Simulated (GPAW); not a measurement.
# benzene-1,4-diselenol between two Ag chains: relaxation, then transmission at several levels, part 2 of 2

Aim: the conductance of benzene-1,4-diselenol between two Ag chains after relaxation, and whether geometry, basis or functional moves it most.

GPAW 26.7.0; GPAW LCAO, PAW setups; relaxation of the junction within the symmetry of its start, lead ends held (the session's first sound run).

So far, transmission at the Fermi level (one spin): step 3 (double-zeta polarised basis, PBE, GPAW) 0.401; step 4 (basis szp(dzp), PBE, GPAW) 0.305; step 5 (basis sz(dzp), PBE, GPAW) 0.279; step 6 (revPBE) 0.386. Also open channels of the lead at the Fermi level (one spin): step 3 1; step 4 1.

## Step 7: Without the relaxation: geometry = "as built"

The dzp basis with PBE on the structure as first built shows what the relaxation was worth.

run.py reads:

```python
import json
import numpy as np
from ase import Atoms
from ase.transport.calculators import TransportCalculator
from gpaw import GPAW, FermiDirac
from gpaw.lcao.tools import get_lcao_hamiltonian
from scipy.linalg import eigh

# The junction with lead layers at both ends, along the third cell vector
device = Atoms(
    ['Ag', 'Ag', 'Ag', 'Ag', 'Ag', 'Ag', 'Ag', 'Se', 'C', 'H', 'H', 'C', 'C', 'C', 'C', 'H', 'H', 'C', 'Se', 'Ag', 'Ag', 'Ag', 'Ag', 'Ag', 'Ag', 'Ag'],
    positions=[
        [5.40150, 5.75900, 1.33000],
        [5.40150, 5.75900, 3.99000],
        [5.40150, 5.75900, 6.65000],
        [5.40150, 5.75900, 9.31000],
        [5.40150, 5.75900, 11.97000],
        [5.40150, 5.75900, 14.63000],
        [5.40150, 5.75900, 17.29000],
        [5.40150, 3.25144, 17.93826],
        [5.40150, 3.25000, 19.85728],
        [3.25000, 3.25068, 20.02104],
        [7.55301, 3.25068, 20.02104],
        [4.18982, 3.25009, 20.55808],
        [6.61319, 3.25008, 20.55808],
        [4.18982, 3.25009, 21.95676],
        [6.61319, 3.25009, 21.95676],
        [3.25000, 3.25068, 22.49381],
        [7.55301, 3.25068, 22.49381],
        [5.40150, 3.25000, 22.65757],
        [5.40150, 3.25144, 24.57659],
        [5.40150, 5.75900, 25.22485],
        [5.40150, 5.75900, 27.88485],
        [5.40150, 5.75900, 30.54485],
        [5.40150, 5.75900, 33.20485],
        [5.40150, 5.75900, 35.86485],
        [5.40150, 5.75900, 38.52485],
        [5.40150, 5.75900, 41.18485]],
    cell=[[10.80301, 0.0, 0.0], [0.0, 11.51799, 0.0], [0.0, 0.0, 42.51485]],
    pbc=True)

# One principal layer of the lead: the first 4 atoms of the device
lead = Atoms(
    ['Ag', 'Ag', 'Ag', 'Ag'],
    positions=[
        [5.40150, 5.75900, 1.33000],
        [5.40150, 5.75900, 3.99000],
        [5.40150, 5.75900, 6.65000],
        [5.40150, 5.75900, 9.31000]],
    cell=[[10.80301, 0.0, 0.0], [0.0, 11.51799, 0.0], [0.0, 0.0, 10.64]],
    pbc=True)

settings = dict(mode='lcao', basis='dzp', xc='PBE', h=0.2,
                occupations=FermiDirac(0.1), maxiter=250,
                mixer=dict(beta=0.1, nmaxold=8, weight=100.0),
                convergence=dict(density=0.0001))
energies = np.arange(-2, 2 + 1e-9, 0.025)
eta = 0.0001
n1, n2 = 1, 1
# k and -k transmit alike, so half of the mesh across the current serves
mesh = [(i, j) for i in range(n1) for j in range(n2) if (i, j) <= (-i % n1, -j % n2)]
weights = np.array([1 if (i, j) == (-i % n1, -j % n2) else 2 for i, j in mesh]) / (n1 * n2)

# [... helper functions left out ...]
fermi_lead = ground_state(lead, (1, 1, 11), 'lead.txt')
fermi_device = ground_state(device, (1, 1, 2), 'device.txt')
# [... loop over the mesh left out, but for ...]
        # Shift the lead onto the potential of the device's first layer
        shift = ((H[:, 0, 0] - H0[:, 0, 0]) / S0[0, 0]).real.mean()
# [...]
kT = 8.617333e-5 * 300
bias = [0.1, 0.2, 0.5, 1.0, 1.5, 2.0]
# [... integrals and printing left out ...]
```

On the command line:

```bash
> OMP_NUM_THREADS=1 OPENBLAS_NUM_THREADS=1 python run.py
```

The job ended after 2.6 min (1 thread of Arm Neoverse V2, shared host; peak memory 2.1 GiB).

This step gave:

* conductance: 0.4049 G₀
* thermopower: 2.874 μV/K
* largest coupling past the next principal layer: 3.56e-5 eV
* largest misfit of the first principal layer: 0.03091 eV
* shift that aligns the lead: -1.48e-5 eV
* transmission at the Fermi level (one spin): 0.4064

One spin. Transmission, zone mean against energy, zero at the Fermi level:

energy (eV), transmission, zone mean and a bar:
```
   -2.000      0.060 ####
   -1.925      0.448 ##############################
   -1.900      0.064 ####
   -1.800      0.053 ####
   -1.700      0.045 ###
   -1.600      0.000 
   -1.500      0.000 
   -1.400      0.000 
   -1.300      0.000 
   -1.200      0.000 
   -1.100      0.000 
   -1.000      0.383 ##########################
   -0.900      0.403 ###########################
   -0.800      0.404 ###########################
   -0.700      0.401 ###########################
   -0.600      0.392 ##########################
   -0.500      0.386 ##########################
   -0.400      0.389 ##########################
   -0.300      0.400 ###########################
   -0.200      0.412 ############################
   -0.125      0.416 ############################
   -0.100      0.416 ############################
    0.000      0.406 ###########################
    0.100      0.384 ##########################
    0.200      0.354 ########################
    0.300      0.323 ######################
    0.400      0.294 ####################
    0.500      0.268 ##################
    0.600      0.242 ################
    0.700      0.216 ##############
    0.800      0.188 #############
    0.900      0.158 ###########
    1.000      0.128 #########
    1.100      0.101 #######
    1.200      0.078 #####
    1.300      0.059 ####
    1.400      0.045 ###
    1.500      0.034 ##
    1.600      0.026 ##
    1.700      0.020 #
    1.800      0.016 #
    1.900      0.013 #
    2.000      0.011 #
```

The conductance, 0.405 G₀, lies 1.3 % above that of the dzp run.

## Step 8: The ladder

Times are for 1 thread of Arm Neoverse V2, shared host. The series side by side:

| no. | run | conductance (G₀) | time | memory (GiB) |
| --- | --- | --- | --- | --- |
| 1 | dzp | 0.3996 | 2.5 min | 2.1 |
| 2 | szp | 0.3038 | 84 s | 2.0 |
| 3 | sz | 0.2772 | 63 s | 2.0 |
| 4 | dzp revPBE | 0.3843 | 2.5 min | 2.1 |
| 5 | asbuilt | 0.4049 | 2.6 min | 2.1 |

## Step 9: The levels side by side

The curves are compared point by point over the common energies.

This step: comparison of transmission and cost over codes, levels and geometry (GPAW 26.7.0).

Ladder, by row:

| step | code | T at the Fermi level (sum over the listed spins) | conductance (G0) | r.m.s. T(E) from the first | wall time (s) | peak memory (GiB) | threads |
| --- | --- | --- | --- | --- | --- | --- | --- |
| dzp | GPAW | 0.4011 | 0.3996 | 0 | 151 | 2.11 | 1 |
| szp | GPAW | 0.3053 | 0.3038 | 0.09123 | 83.89 | 2.03 | 1 |
| sz | GPAW | 0.2785 | 0.2772 | 0.1897 | 63.06 | 1.96 | 1 |
| dzp-revPBE | GPAW | 0.3857 | 0.3843 | 0.01741 | 151 | 2.11 | 1 |
| asbuilt | GPAW | 0.4064 | 0.4049 | 0.03107 | 155.5 | 2.11 | 1 |

Table of transmission, zone mean, sum over the listed spins by energy, zero at the Fermi level:

| energy (eV) | dzp | szp | sz | dzp-revPBE | asbuilt |
| --- | --- | --- | --- | --- | --- |
| -2.000 | 0.102 | 0.0812 | 0.0979 | 0.0816 | 0.0602 |
| -1.900 | 0.107 | 0.0963 | 0.145 | 0.0602 | 0.0637 |
| -1.800 | 0.0657 | 0.101 | 0.219 | 0.0218 | 0.0532 |
| -1.700 | 0.0533 | 0.0624 | 0.342 | 0.0251 | 0.0452 |
| -1.625 | 0.0795 | 0.150 | 0.465 | 4.5e-10 | 0.0311 |
| -1.600 | 3.1e-4 | 0.185 | 0.509 | 9.3e-8 | 2.1e-6 |
| -1.525 | 2.5e-10 | 2.3e-10 | 0.991 | 2.4e-10 | 0 |
| -1.500 | 2.3e-10 | 1.6e-11 | 0.829 | 2.3e-10 | 3.5e-10 |
| -1.400 | 2.3e-10 | 5.5e-12 | 0.00530 | 2.3e-10 | 2.4e-10 |
| -1.300 | 2.4e-10 | 5.6e-12 | 6.2e-13 | 2.5e-10 | 2.5e-10 |
| -1.200 | 2.9e-10 | 9.8e-12 | 2.4e-11 | 3.2e-10 | 2.9e-10 |
| -1.100 | 3.1e-8 | 8.8e-10 | 1.3e-10 | 8.2e-8 | 2.8e-7 |
| -1.000 | 0.359 | 0.108 | 0.0658 | 0.363 | 0.383 |
| -0.900 | 0.395 | 0.170 | 0.125 | 0.394 | 0.403 |
| -0.800 | 0.404 | 0.202 | 0.164 | 0.401 | 0.404 |
| -0.700 | 0.405 | 0.224 | 0.191 | 0.399 | 0.401 |
| -0.600 | 0.399 | 0.239 | 0.209 | 0.391 | 0.392 |
| -0.500 | 0.394 | 0.250 | 0.223 | 0.385 | 0.386 |
| -0.400 | 0.397 | 0.265 | 0.240 | 0.386 | 0.389 |
| -0.300 | 0.406 | 0.284 | 0.260 | 0.394 | 0.400 |
| -0.200 | 0.415 | 0.302 | 0.277 | 0.401 | 0.412 |
| -0.150 | 0.417 | 0.308 | 0.282 | 0.402 | 0.415 |
| -0.100 | 0.415 | 0.311 | 0.284 | 0.400 | 0.416 |
| -0.075 | 0.413 | 0.311 | 0.284 | 0.398 | 0.415 |
| 0.000 | 0.401 | 0.305 | 0.279 | 0.386 | 0.406 |
| 0.100 | 0.374 | 0.287 | 0.261 | 0.359 | 0.384 |
| 0.200 | 0.339 | 0.262 | 0.238 | 0.326 | 0.354 |
| 0.300 | 0.304 | 0.237 | 0.215 | 0.292 | 0.323 |
| 0.400 | 0.272 | 0.214 | 0.194 | 0.262 | 0.294 |
| 0.500 | 0.243 | 0.195 | 0.177 | 0.235 | 0.268 |
| 0.600 | 0.217 | 0.179 | 0.162 | 0.210 | 0.242 |
| 0.700 | 0.191 | 0.163 | 0.149 | 0.186 | 0.216 |
| 0.800 | 0.165 | 0.147 | 0.136 | 0.162 | 0.188 |
| 0.900 | 0.139 | 0.131 | 0.123 | 0.137 | 0.158 |
| 1.000 | 0.113 | 0.114 | 0.109 | 0.112 | 0.128 |
| 1.100 | 0.0894 | 0.0975 | 0.0961 | 0.0894 | 0.101 |
| 1.200 | 0.0691 | 0.0819 | 0.0835 | 0.0697 | 0.0779 |
| 1.300 | 0.0525 | 0.0681 | 0.0721 | 0.0534 | 0.0591 |
| 1.400 | 0.0395 | 0.0564 | 0.0622 | 0.0407 | 0.0447 |
| 1.500 | 0.0297 | 0.0466 | 0.0538 | 0.0309 | 0.0338 |
| 1.600 | 0.0224 | 0.0386 | 0.0469 | 0.0236 | 0.0259 |
| 1.700 | 0.0171 | 0.0321 | 0.0412 | 0.0182 | 0.0201 |
| 1.800 | 0.0133 | 0.0269 | 0.0366 | 0.0144 | 0.0160 |
| 1.900 | 0.0107 | 0.0228 | 0.0328 | 0.0118 | 0.0132 |
| 2.000 | 0.00897 | 0.0195 | 0.0299 | 0.0100 | 0.0113 |

## Step 10: Other settings

One more run, with changed settings.

This step: GPAW LCAO, PAW setups; Landauer transmission from Green's functions with principal layers (ASE), zero bias (GPAW 26.7.0).

Changes to run.py since step 7:

```diff
@@ -18,16 +18,16 @@
         [5.40150, 5.75900, 14.63000],
-        [5.40150, 5.75900, 17.29000],
-        [5.40150, 3.25144, 17.93826],
-        [5.40150, 3.25000, 19.85728],
-        [3.25000, 3.25068, 20.02104],
-        [7.55301, 3.25068, 20.02104],
-        [4.18982, 3.25009, 20.55808],
-        [6.61319, 3.25008, 20.55808],
-        [4.18982, 3.25009, 21.95676],
-        [6.61319, 3.25009, 21.95676],
-        [3.25000, 3.25068, 22.49381],
-        [7.55301, 3.25068, 22.49381],
-        [5.40150, 3.25000, 22.65757],
-        [5.40150, 3.25144, 24.57659],
-        [5.40150, 5.75900, 25.22485],
+        [5.40150, 5.55965, 17.27666],
+        [5.40150, 3.18356, 17.91158],
+        [5.40150, 3.32990, 19.82851],
+        [3.22055, 3.30957, 20.00164],
+        [7.58246, 3.30957, 20.00164],
+        [4.17952, 3.33279, 20.55588],
+        [6.62349, 3.33278, 20.55588],
+        [4.17952, 3.33279, 21.95896],
+        [6.62349, 3.33279, 21.95896],
+        [3.22055, 3.30957, 22.51321],
+        [7.58246, 3.30957, 22.51321],
+        [5.40150, 3.32990, 22.68634],
+        [5.40150, 3.18356, 24.60327],
+        [5.40150, 5.55965, 25.23819],
         [5.40150, 5.75900, 27.88485],
@@ -52,4 +52,4 @@
 
-settings = dict(mode='lcao', basis='dzp', xc='PBE', h=0.2,
-                occupations=FermiDirac(0.1), maxiter=250,
+settings = dict(mode='lcao', basis='dzp', xc='PBE0', h=0.2,
+                occupations=FermiDirac(0.1), maxiter=75,
                 mixer=dict(beta=0.1, nmaxold=8, weight=100.0),
```

Elapsed: 0.78 s, on 1 thread; peak memory 0.2 GiB.

The program refused the input before any cycle.

The fault put into the input: an unknown or unserved functional (xc = "PBE0").

## Step 11: Results

```json
{
  "conductance": "0.400 G₀",
  "transmission at the Fermi level, mean of the spins": "0.401",
  "thermopower": "3.80 μV/K",
  "open channels of the lead there": "1"
}
```

In words: In the dzp basis the junction conducts 0.400 G₀ at 300 K, with T = 0.401 a spin at the Fermi level; no smaller basis tried comes within 10 % of that conductance. Relaxation moved atoms by up to 0.20 Å and took the conductance from 0.405 to 0.400 G₀, as a ratio a smaller change than the step from dzp to the minimal basis. The scatterer reflects about 60 % of the incoming channels at the Fermi level. At the Fermi level one eigenchannel carries the current (0.40). Measured against the first run (dzp), the nearest curve is that of dzp-revPBE (r.m.s. 0.017) and the farthest that of sz (0.19). Over the compared runs wall time goes from 63 s (sz) to 155 s (asbuilt), on a shared host. The leads kept an estimated spacing and the cell its length, so the junction may be under some tension or compression. The geometry comes from the orbital basis, which tends to overbind, and kept the symmetry of the start, so a structure of lower symmetry may lie lower. Semilocal functionals put molecular levels too near the Fermi level, so such conductances usually come out too high, and chain electrodes have a sharper density of states than real ones. An evenly spaced straight chain is an idealisation: free chains tend to dimerise, zigzag or, where a band edge lies near the Fermi level, turn magnetic. The currents use the zero-bias T(E) throughout, which holds only while the bias is small against the distance to the nearest feature.

[Logs are printed without paths, hosts, clocks, repeated set-up lines and the standing remarks that a program may print on its own settings, such as how far it seeks lower states.]

[Hosts, paths, dates, database ids (printed as entryN), source tags and the programs' standing remarks are cut or masked in the printed files.]
